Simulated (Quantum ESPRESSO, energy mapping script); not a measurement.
# MnS: exchange couplings from total energies (isotropic strain to volume × 1.03), part 2 of 2

Aim: the exchange couplings of MnS from the energies of a few collinear orders, and the ordering temperature that they give.

PBE with U = 4 eV on Mn d, ortho-atomic projectors; plane waves, U on orthogonalised atomic orbitals unless named otherwise, collinear spin, no spin–orbit coupling.

So far. Step 3 (Order 2: compensated +−, cell A of 4 atoms): The run ends antiferromagnetic, 46.53 meV a magnetic atom below the parallel order of its cell. Step 4 (Order 3: parallel, cell B of 4 atoms): The run ends ferromagnetic. For each magnetic atom its energy differs from the parallel run of the first cell by 0.77 meV, an error that one common reference would have brought in.

The database entry behind the starting cell differs from later determinations by our own check (an axis about 0.2 % short against later determinations), so it need not match the best structure at ambient conditions.

### Step 5. Order 4: compensated +−, cell B of 4 atoms

Level of this step: PBE with U = 4 eV on Mn d, ortho-atomic projectors, GBRV potentials (Quantum ESPRESSO).

This order reverses 8 of the 12 neighbours at 3.72 Å, 0 of the 6 neighbours at 5.26 Å and 16 of the 24 neighbours at 6.44 Å, counted for an average magnetic atom.

The input, pw.in:

```
&control
  calculation = 'scf'
  prefix = 'pw'
  outdir = './tmp/'
  pseudo_dir = './pseudo/'
  verbosity = 'low'
/
&system
  ibrav = 0
  nat = 4
  ntyp = 3
  ecutwfc = 45
  ecutrho = 360
  nbnd = 33
  occupations = 'smearing'
  smearing = 'fd'
  degauss = 0.00367493
  nspin = 2
  starting_magnetization(1) = 0.3000
  starting_magnetization(2) = -0.3000
/
&electrons
  conv_thr = 1.0e-08
  electron_maxstep = 120
  mixing_beta = 0.3
  mixing_mode = 'plain'
/
ATOMIC_SPECIES
  Mn1 54.9380 Mn.upf
  Mn2 54.9380 Mn.upf
  S 32.0600 S.upf
CELL_PARAMETERS angstrom
  0.00000000 -2.63028881 -2.63028881
  0.00000000 2.63028881 -2.63028881
  5.26057761 0.00000000 0.00000000
ATOMIC_POSITIONS crystal
  Mn1 0.50000000 0.50000000 0.50000000
  Mn2 0.00000000 0.00000000 0.00000000
  S 0.50000000 0.50000000 0.00000000
  S 0.00000000 0.00000000 0.50000000
K_POINTS automatic
  6 6 4 0 0 0
HUBBARD {ortho-atomic}
U Mn1-3d 4
U Mn2-3d 4
```

Started as:

```bash
OMP_NUM_THREADS=1 mpirun -n 8 pw.x -nk 8 -in pw.in > pw.out
```

What it wrote:

```text
[banner, memory and clock lines left out]
Program PWSCF v.7.5 starts
[...]
unit-cell volume          =     491.2097 (a.u.)^3
     number of atoms/cell      =            4
[...]
number of electrons       =        42.00
     number of Kohn-Sham states=           33
     kinetic-energy cutoff     =      45.0000  Ry
     charge density cutoff     =     360.0000  Ry
[...]
The total energy is F=E-TS. E is the sum of the following terms:
     one-electron contribution =    -269.26953164 Ry
     hartree contribution      =     149.21849549 Ry
     xc contribution           =     -70.47282510 Ry
     ewald contribution        =    -280.21200721 Ry
     Hubbard energy            =       0.07799297 Ry
     total magnetization       =     0.00 Bohr mag/cell
     absolute magnetization    =     9.75 Bohr mag/cell
     convergence has been achieved in  12 iterations
[key lines of the parts left out:]
!    total energy              =    -470.65787577 Ry
the Fermi energy is    10.0873 ev
```

Wall time 14 s (8 MPI ranks of Arm Neoverse V2, shared host); peak memory 0.99 GiB; 1.9 min of CPU time.

The run ends antiferromagnetic, 17.48 meV a magnetic atom below the parallel order of its cell.

### Step 6. Run 5 (parallel; cell C, 6 atoms)

A new cell needs its own zero of energy.

The input, pw.in:

```
&control
  calculation = 'scf'
  prefix = 'pw'
  outdir = './tmp/'
  pseudo_dir = './pseudo/'
  verbosity = 'low'
/
&system
  ibrav = 0
  nat = 6
  ntyp = 2
  ecutwfc = 45
  ecutrho = 360
  nbnd = 54
  occupations = 'smearing'
  smearing = 'fd'
  degauss = 0.00367493
  nspin = 2
  starting_magnetization(1) = 0.3000
/
&electrons
  conv_thr = 1.5e-08
  electron_maxstep = 120
  mixing_beta = 0.3
  mixing_mode = 'plain'
/
ATOMIC_SPECIES
  Mn 54.9380 Mn.upf
  S 32.0600 S.upf
CELL_PARAMETERS angstrom
  0.00000000 2.63028881 2.63028881
  -2.63028881 0.00000000 -2.63028881
  -5.26057761 -5.26057761 5.26057761
ATOMIC_POSITIONS crystal
  Mn 0.00000000 0.00000000 0.00000000
  Mn 0.33333333 0.66666667 0.66666667
  Mn 0.66666667 0.33333333 0.33333333
  S 0.66666667 0.33333333 0.83333333
  S 0.00000000 0.00000000 0.50000000
  S 0.33333333 0.66666667 0.16666667
K_POINTS automatic
  7 7 3 0 0 0
HUBBARD {ortho-atomic}
U Mn-3d 4
```

What it wrote:

```text
[banner, memory and clock lines left out]
Program PWSCF v.7.5 starts
[...]
unit-cell volume          =     736.8145 (a.u.)^3
     number of atoms/cell      =            6
[...]
number of electrons       =        63.00
     number of Kohn-Sham states=           54
     kinetic-energy cutoff     =      45.0000  Ry
     charge density cutoff     =     360.0000  Ry
[...]
The total energy is F=E-TS. E is the sum of the following terms:
     one-electron contribution =    -403.93290752 Ry
     hartree contribution      =     223.88057027 Ry
     xc contribution           =    -105.72560823 Ry
     ewald contribution        =    -420.31801081 Ry
     Hubbard energy            =       0.11282747 Ry
     total magnetization       =    15.00 Bohr mag/cell
     absolute magnetization    =    15.00 Bohr mag/cell
     convergence has been achieved in  11 iterations
[key lines of the parts left out:]
!    total energy              =    -705.98312889 Ry
the Fermi energy is    10.1865 ev
```

The job ended after 24 s (8 MPI ranks; peak memory 1.3 GiB).

The run ends ferromagnetic. For each magnetic atom its energy differs from the parallel run of the first cell by 0.00 meV, an error that one common reference would have brought in.

### Step 7. Order 6: uncompensated ++−, cell C of 6 atoms

This order reverses 4 of the 12 neighbours at 3.72 Å, 4 of the 6 neighbours at 5.26 Å and 12 of the 24 neighbours at 6.44 Å, counted for an average magnetic atom.

pw.in, as its differences from that of step 6:

```diff
@@ -10,6 +10,6 @@
   nat = 6
-  ntyp = 2
+  ntyp = 3
   ecutwfc = 45
   ecutrho = 360
-  nbnd = 54
+  nbnd = 49
   occupations = 'smearing'
@@ -19,2 +19,3 @@
   starting_magnetization(1) = 0.3000
+  starting_magnetization(2) = -0.3000
 /
@@ -27,3 +28,4 @@
 ATOMIC_SPECIES
-  Mn 54.9380 Mn.upf
+  Mn1 54.9380 Mn.upf
+  Mn2 54.9380 Mn.upf
   S 32.0600 S.upf
@@ -34,5 +36,5 @@
 ATOMIC_POSITIONS crystal
-  Mn 0.00000000 0.00000000 0.00000000
-  Mn 0.33333333 0.66666667 0.66666667
-  Mn 0.66666667 0.33333333 0.33333333
+  Mn1 0.00000000 0.00000000 0.00000000
+  Mn1 0.33333333 0.66666667 0.66666667
+  Mn2 0.66666667 0.33333333 0.33333333
   S 0.66666667 0.33333333 0.83333333
@@ -43,2 +45,3 @@
 HUBBARD {ortho-atomic}
-U Mn-3d 4
+U Mn1-3d 4
+U Mn2-3d 4
```

What it wrote:

```text
[banner, memory and clock lines left out]
Program PWSCF v.7.5 starts
[...]
unit-cell volume          =     736.8145 (a.u.)^3
     number of atoms/cell      =            6
[...]
number of electrons       =        63.00
     number of Kohn-Sham states=           49
     kinetic-energy cutoff     =      45.0000  Ry
     charge density cutoff     =     360.0000  Ry
[...]
The total energy is F=E-TS. E is the sum of the following terms:
     one-electron contribution =    -404.09440647 Ry
     hartree contribution      =     224.00212230 Ry
     xc contribution           =    -105.70477605 Ry
     ewald contribution        =    -420.31801081 Ry
     Hubbard energy            =       0.12389473 Ry
     total magnetization       =     5.00 Bohr mag/cell
     absolute magnetization    =    14.48 Bohr mag/cell
     convergence has been achieved in  12 iterations
[key lines of the parts left out:]
!    total energy              =    -705.99117630 Ry
the Fermi energy is    10.1970 ev
```

The job ended after 25 s (8 MPI ranks; peak memory 1.3 GiB; 3.3 min of CPU time).

The run ends ferrimagnetic, 36.50 meV a magnetic atom below the parallel order of its cell.

### Step 8. Order 7: parallel, cell D of 6 atoms

A new cell needs its own zero of energy.

This run holds the same structure in another cell (b 3.720 → 5.261 Å, c 9.112 → 6.443 Å, α 90.0 → 114.1°, β 90.0 → 106.8°, γ 120.0 → 90.0°).

The input, pw.in:

```
&control
  calculation = 'scf'
  prefix = 'pw'
  outdir = './tmp/'
  pseudo_dir = './pseudo/'
  verbosity = 'low'
/
&system
  ibrav = 0
  nat = 6
  ntyp = 2
  ecutwfc = 45
  ecutrho = 360
  nbnd = 54
  occupations = 'smearing'
  smearing = 'fd'
  degauss = 0.00367493
  nspin = 2
  starting_magnetization(1) = 0.3000
/
&electrons
  conv_thr = 1.5e-08
  electron_maxstep = 120
  mixing_beta = 0.3
  mixing_mode = 'plain'
/
ATOMIC_SPECIES
  Mn 54.9380 Mn.upf
  S 32.0600 S.upf
CELL_PARAMETERS angstrom
  0.00000000 -2.63028881 -2.63028881
  -5.26057761 0.00000000 0.00000000
  2.63028881 5.26057761 -2.63028881
ATOMIC_POSITIONS crystal
  Mn 0.66666667 0.66666667 0.33333333
  Mn 0.33333333 0.33333333 0.66666667
  Mn 0.00000000 0.00000000 0.00000000
  S 0.66666667 0.16666667 0.33333333
  S 0.33333333 0.83333333 0.66666667
  S 0.00000000 0.50000000 0.00000000
K_POINTS automatic
  6 6 6 0 0 0
HUBBARD {ortho-atomic}
U Mn-3d 4
```

What it wrote:

```text
[banner, memory and clock lines left out]
Program PWSCF v.7.5 starts
[...]
unit-cell volume          =     736.8145 (a.u.)^3
     number of atoms/cell      =            6
[...]
number of electrons       =        63.00
     number of Kohn-Sham states=           54
     kinetic-energy cutoff     =      45.0000  Ry
     charge density cutoff     =     360.0000  Ry
[...]
The total energy is F=E-TS. E is the sum of the following terms:
     one-electron contribution =    -403.93412875 Ry
     hartree contribution      =     223.88196315 Ry
     xc contribution           =    -105.72577644 Ry
     ewald contribution        =    -420.31801099 Ry
     Hubbard energy            =       0.11283195 Ry
     total magnetization       =    15.00 Bohr mag/cell
     absolute magnetization    =    15.00 Bohr mag/cell
     convergence has been achieved in  10 iterations
[key lines of the parts left out:]
!    total energy              =    -705.98312133 Ry
the Fermi energy is    10.1194 ev
```

Elapsed: 49 s, on 8 MPI ranks; peak memory 1.5 GiB; 6.5 min of CPU time.

The run ends ferromagnetic. For each magnetic atom its energy differs from the parallel run of the first cell by 0.04 meV, an error that one common reference would have brought in.

### Step 9. Uncompensated ++− start in cell D (6 atoms)

This order reverses 6.67 of the 12 neighbours at 3.72 Å, 2.67 of the 6 neighbours at 5.26 Å and 8 of the 24 neighbours at 6.44 Å, counted for an average magnetic atom.

pw.in, as its differences from that of step 8:

```diff
@@ -10,6 +10,6 @@
   nat = 6
-  ntyp = 2
+  ntyp = 3
   ecutwfc = 45
   ecutrho = 360
-  nbnd = 54
+  nbnd = 49
   occupations = 'smearing'
@@ -19,2 +19,3 @@
   starting_magnetization(1) = 0.3000
+  starting_magnetization(2) = -0.3000
 /
@@ -27,3 +28,4 @@
 ATOMIC_SPECIES
-  Mn 54.9380 Mn.upf
+  Mn1 54.9380 Mn.upf
+  Mn2 54.9380 Mn.upf
   S 32.0600 S.upf
@@ -34,5 +36,5 @@
 ATOMIC_POSITIONS crystal
-  Mn 0.66666667 0.66666667 0.33333333
-  Mn 0.33333333 0.33333333 0.66666667
-  Mn 0.00000000 0.00000000 0.00000000
+  Mn1 0.66666667 0.66666667 0.33333333
+  Mn1 0.33333333 0.33333333 0.66666667
+  Mn2 0.00000000 0.00000000 0.00000000
   S 0.66666667 0.16666667 0.33333333
@@ -43,2 +45,3 @@
 HUBBARD {ortho-atomic}
-U Mn-3d 4
+U Mn1-3d 4
+U Mn2-3d 4
```

What it wrote:

```text
[banner, memory and clock lines left out]
Program PWSCF v.7.5 starts
[...]
unit-cell volume          =     736.8145 (a.u.)^3
     number of atoms/cell      =            6
[...]
number of electrons       =        63.00
     number of Kohn-Sham states=           49
     kinetic-energy cutoff     =      45.0000  Ry
     charge density cutoff     =     360.0000  Ry
[...]
The total energy is F=E-TS. E is the sum of the following terms:
     one-electron contribution =    -404.02811767 Ry
     hartree contribution      =     223.93721402 Ry
     xc contribution           =    -105.70370320 Ry
     ewald contribution        =    -420.31801099 Ry
     Hubbard energy            =       0.12227017 Ry
     total magnetization       =     5.00 Bohr mag/cell
     absolute magnetization    =    14.48 Bohr mag/cell
     convergence has been achieved in  12 iterations
[key lines of the parts left out:]
!    total energy              =    -705.99034767 Ry
the Fermi energy is    10.1558 ev
```

The job ended after 53 s (8 MPI ranks; peak memory 1.5 GiB; 7.1 min of CPU time).

The run ends ferrimagnetic, 32.77 meV a magnetic atom below the parallel order of its cell.

### Step 10. Run 9 (parallel; cell E, 6 atoms)

A new cell needs its own zero of energy.

This run holds the same structure in another cell (b 5.261 → 3.720 Å, c 6.443 → 8.318 Å, α 114.1 → 102.9°, β 106.8 → 102.9°).

The input, pw.in:

```
&control
  calculation = 'scf'
  prefix = 'pw'
  outdir = './tmp/'
  pseudo_dir = './pseudo/'
  verbosity = 'low'
/
&system
  ibrav = 0
  nat = 6
  ntyp = 2
  ecutwfc = 45
  ecutrho = 360
  nbnd = 54
  occupations = 'smearing'
  smearing = 'fd'
  degauss = 0.00367493
  nspin = 2
  starting_magnetization(1) = 0.3000
/
&electrons
  conv_thr = 1.5e-08
  electron_maxstep = 120
  mixing_beta = 0.3
  mixing_mode = 'plain'
/
ATOMIC_SPECIES
  Mn 54.9380 Mn.upf
  S 32.0600 S.upf
CELL_PARAMETERS angstrom
  0.00000000 2.63028881 2.63028881
  0.00000000 2.63028881 -2.63028881
  -7.89086642 -2.63028881 0.00000000
ATOMIC_POSITIONS crystal
  Mn 0.00000000 0.00000000 0.00000000
  Mn 0.33333333 0.33333333 0.66666667
  Mn 0.66666667 0.66666667 0.33333333
  S 0.83333333 0.83333333 0.66666667
  S 0.16666667 0.16666667 0.33333333
  S 0.50000000 0.50000000 0.00000000
K_POINTS automatic
  6 6 6 0 0 0
HUBBARD {ortho-atomic}
U Mn-3d 4
```

What it wrote:

```text
[banner, memory and clock lines left out]
Program PWSCF v.7.5 starts
[...]
unit-cell volume          =     736.8145 (a.u.)^3
     number of atoms/cell      =            6
[...]
number of electrons       =        63.00
     number of Kohn-Sham states=           54
     kinetic-energy cutoff     =      45.0000  Ry
     charge density cutoff     =     360.0000  Ry
[...]
The total energy is F=E-TS. E is the sum of the following terms:
     one-electron contribution =    -403.93417216 Ry
     hartree contribution      =     223.88243847 Ry
     xc contribution           =    -105.72606622 Ry
     ewald contribution        =    -420.31801072 Ry
     Hubbard energy            =       0.11282252 Ry
     total magnetization       =    15.00 Bohr mag/cell
     absolute magnetization    =    15.00 Bohr mag/cell
     convergence has been achieved in  10 iterations
[key lines of the parts left out:]
!    total energy              =    -705.98298841 Ry
the Fermi energy is    10.1228 ev
```

It took 31 s on 8 MPI ranks; peak memory 1.4 GiB; 4.1 min of CPU time.

The run ends ferromagnetic. For each magnetic atom its energy differs from the parallel run of the first cell by 0.64 meV, an error that one common reference would have brought in.

### Step 11. Run 10 (uncompensated ++−; cell E, 6 atoms)

This order reverses 5.33 of the 12 neighbours at 3.72 Å, 1.33 of the 6 neighbours at 5.26 Å and 16 of the 24 neighbours at 6.44 Å, counted for an average magnetic atom.

pw.in, as its differences from that of step 10:

```diff
@@ -10,6 +10,6 @@
   nat = 6
-  ntyp = 2
+  ntyp = 3
   ecutwfc = 45
   ecutrho = 360
-  nbnd = 54
+  nbnd = 49
   occupations = 'smearing'
@@ -19,2 +19,3 @@
   starting_magnetization(1) = 0.3000
+  starting_magnetization(2) = -0.3000
 /
@@ -27,3 +28,4 @@
 ATOMIC_SPECIES
-  Mn 54.9380 Mn.upf
+  Mn1 54.9380 Mn.upf
+  Mn2 54.9380 Mn.upf
   S 32.0600 S.upf
@@ -34,5 +36,5 @@
 ATOMIC_POSITIONS crystal
-  Mn 0.00000000 0.00000000 0.00000000
-  Mn 0.33333333 0.33333333 0.66666667
-  Mn 0.66666667 0.66666667 0.33333333
+  Mn1 0.00000000 0.00000000 0.00000000
+  Mn1 0.33333333 0.33333333 0.66666667
+  Mn2 0.66666667 0.66666667 0.33333333
   S 0.83333333 0.83333333 0.66666667
@@ -43,2 +45,3 @@
 HUBBARD {ortho-atomic}
-U Mn-3d 4
+U Mn1-3d 4
+U Mn2-3d 4
```

What it wrote:

```text
[banner, memory and clock lines left out]
Program PWSCF v.7.5 starts
[...]
unit-cell volume          =     736.8145 (a.u.)^3
     number of atoms/cell      =            6
[...]
number of electrons       =        63.00
     number of Kohn-Sham states=           49
     kinetic-energy cutoff     =      45.0000  Ry
     charge density cutoff     =     360.0000  Ry
[...]
The total energy is F=E-TS. E is the sum of the following terms:
     one-electron contribution =    -403.97792369 Ry
     hartree contribution      =     223.89802636 Ry
     xc contribution           =    -105.70921835 Ry
     ewald contribution        =    -420.31801072 Ry
     Hubbard energy            =       0.11901885 Ry
     total magnetization       =     5.00 Bohr mag/cell
     absolute magnetization    =    14.62 Bohr mag/cell
     convergence has been achieved in  12 iterations
[key lines of the parts left out:]
!    total energy              =    -705.98810757 Ry
the Fermi energy is    10.2320 ev
```

The job ended after 42 s (8 MPI ranks; peak memory 1.4 GiB).

The run ends ferrimagnetic, 23.22 meV a magnetic atom below the parallel order of its cell.

### Step 12. The fit

Each energy difference is a sum of couplings weighted by the pairs that the order reverses. A few near shells are fitted to the differences by least squares. Energies are those extrapolated to zero occupation width, not the free energies F.

The orders side by side; each is measured from the parallel order in the same cell and on the same mesh:

| order | atoms | energy (meV a magnetic atom) | moments (μB) | moments kept as typed | opposed neighbours at 3.72, 5.26, 6.44 Å |
| --- | --- | --- | --- | --- | --- |
| parallel in cell A | 4 | 0.00 | 4.53 | yes | 0, 0, 0 |
| compensated +− in cell A | 4 | -46.53 | 4.46 | yes | 6, 6, 12 |
| parallel in cell B | 4 | 0.00 | 4.53 | yes | 0, 0, 0 |
| compensated +− in cell B | 4 | -17.48 | 4.51 | yes | 8, 0, 16 |
| parallel in cell C | 6 | 0.00 | 4.53 | yes | 0, 0, 0 |
| uncompensated ++− in cell C | 6 | -36.50 | 4.45 to 4.49 | yes | 4, 4, 12 |
| parallel in cell D | 6 | 0.00 | 4.53 | yes | 0, 0, 0 |
| uncompensated ++− in cell D | 6 | -32.77 | 4.46 to 4.50 | yes | 6.67, 2.67, 8 |
| parallel in cell E | 6 | 0.00 | 4.53 | yes | 0, 0, 0 |
| uncompensated ++− in cell E | 6 | -23.22 | 4.49 to 4.51 | yes | 5.33, 1.33, 16 |

The Heisenberg fit (each pair counts twice, positive J is ferromagnetic):

| pair | distance (Å) | neighbours | J (meV) |
| --- | --- | --- | --- |
| Mn–Mn | 3.72 | 12 | -0.804 |
| Mn–Mn | 5.26 | 6 | -2.86 |
| Mn–Mn | 6.44 | 24 | -0.130 |
| Mn–Mn | 7.44 | 12 | -0.352 |

Adding the shell at 8.32 Å gives -0.68, -2.8, -0.11, -0.38 and -0.099 meV and a mean-field temperature of 94.2 K, an exact solve that tests nothing.

In mean field these couplings order at 100 K, at q = (0.50, 0.50, 0.50) in fractions of the conventional cell's reciprocal vectors, and give a Curie–Weiss temperature of -264 K.

### Step 13. Finite temperature

Mean field ignores fluctuations and overstates the ordering temperature, so the model is also sampled. The heat capacity peaks where order sets in.

Classical unit spins with these couplings on 8×8×4 copies of a cell that holds the lowest order (512 spins), heat-bath sweeps, cooled from random directions, 831 sweeps to settle and 2493 measured at each temperature, averaged over 8 runs.

| T (K) | order along the lowest pattern | net moment | heat capacity (k_B a spin) |
| --- | --- | --- | --- |
| 12.0 | 0.41 | 0.01 | 1.03 |
| 20.6 | 0.43 | 0.01 | 1.08 |
| 33.4 | 0.41 | 0.01 | 1.20 |
| 41.9 | 0.37 | 0.01 | 1.32 |
| 50.5 | 0.32 | 0.01 | 1.57 |
| 59.0 | 0.24 | 0.02 | 1.83 |
| 63.3 | 0.21 | 0.02 | 1.72 |
| 71.8 | 0.15 | 0.02 | 1.09 |
| 80.4 | 0.11 | 0.02 | 0.67 |
| 88.9 | 0.10 | 0.02 | 0.49 |
| 102 | 0.08 | 0.02 | 0.36 |
| 110 | 0.07 | 0.02 | 0.29 |

The smoothed heat capacity peaks at 58.1 K. The order column follows one pattern alone; equivalent domains or another pattern share the rest.

### Step 14. Against the first cell

The first set of orders, under PBE+U (4 eV), QE, GBRV, isotropic strain to volume × 1, took 38 min of CPU time summed over its finished orders (seed run apart), these 39 min.

| quantity | this set | first set |
| --- | --- | --- |
| J at 3.72 Å (3.68 Å in the first set), meV | -0.804 | -1.01 |
| J at 5.26 Å (5.21 Å in the first set), meV | -2.86 | -3.49 |
| J at 6.44 Å (6.38 Å in the first set), meV | -0.130 | -0.151 |
| J at 7.44 Å (7.37 Å in the first set), meV | -0.352 | -0.400 |
| ordering temperature, mean field, K | 100 | 125 |
| heat-capacity peak, Monte Carlo, K | 58.1 | 74 |

The coupling that led in the first set goes from -3.49 to -2.86 meV.

### Step 15. What came out

| Property | Result |
| --- | --- |
| lowest order tried | compensated +− in cell A |
| largest fitted value, Mn–Mn at 5.26 Å | -2.86 meV |
| ordering temperature, mean field | 100 K |
| heat-capacity peak, Monte Carlo | 58.1 K |

Of the orders tried, MnS (isotropic strain to volume × 1.03) prefers the order “compensated +− in cell A” under PBE+U (4 eV), QE, GBRV, with 6 of 12 neighbours at 3.72 Å, 6 of 6 neighbours at 5.26 Å and 12 of 24 neighbours at 6.44 Å opposed, and the heat capacity of the fitted model peaks near 58 K (Monte Carlo, classical spins). The largest fitted coupling is the Mn–Mn pair at 5.26 Å, antiferromagnetic at -2.9 meV, across a ligand at about 180°. The straight metal–ligand–metal path outweighs the right-angled one, the pattern expected of superexchange through one ligand p orbital, which these runs do not test. The orders also reverse pairs at 8.32 Å, which are not fitted, so the fitted values hold their part too. With 5 differences for 4 couplings the fit misses by 1.2 meV at most, a small part of the spread. In the fitted orders moments change by up to 1.8 % against the parallel run of the same cell, so their size stays put. Monte Carlo puts the peak at 0.58 of the mean-field temperature, since mean field leaves out fluctuations. In tests on simple cubic and body-centred models such peaks lay 5 to 6 % under the bulk value. On cooling, the order along the one computed pattern stays at or under 0.45: the model settles in an equivalent domain, a degenerate mixture or another order. The Curie–Weiss temperature is 4.6 times the peak temperature in size, a mark of frustration. The parallel order holds 5 μB a magnetic atom, spin 2.5; the common factor (S+1)/S would raise the classical 58.1 K to 81.3 K, a correction that often overshoots.

[Logs and program files are shortened in this print: banners, set-up blocks, solver, clock and traceback lines can be left out without a mark of their own.]

[Logs are printed without paths, hosts, clocks, repeated set-up lines and the standing remarks that a program may print on its own settings, such as how far it seeks lower states.]

[Hosts, paths, dates, database ids (printed as entryN), source tags and the programs' standing remarks are cut or masked in the printed files.]

[Where a cell is said to come from a database of computed structures, the database is the Materials Project.]
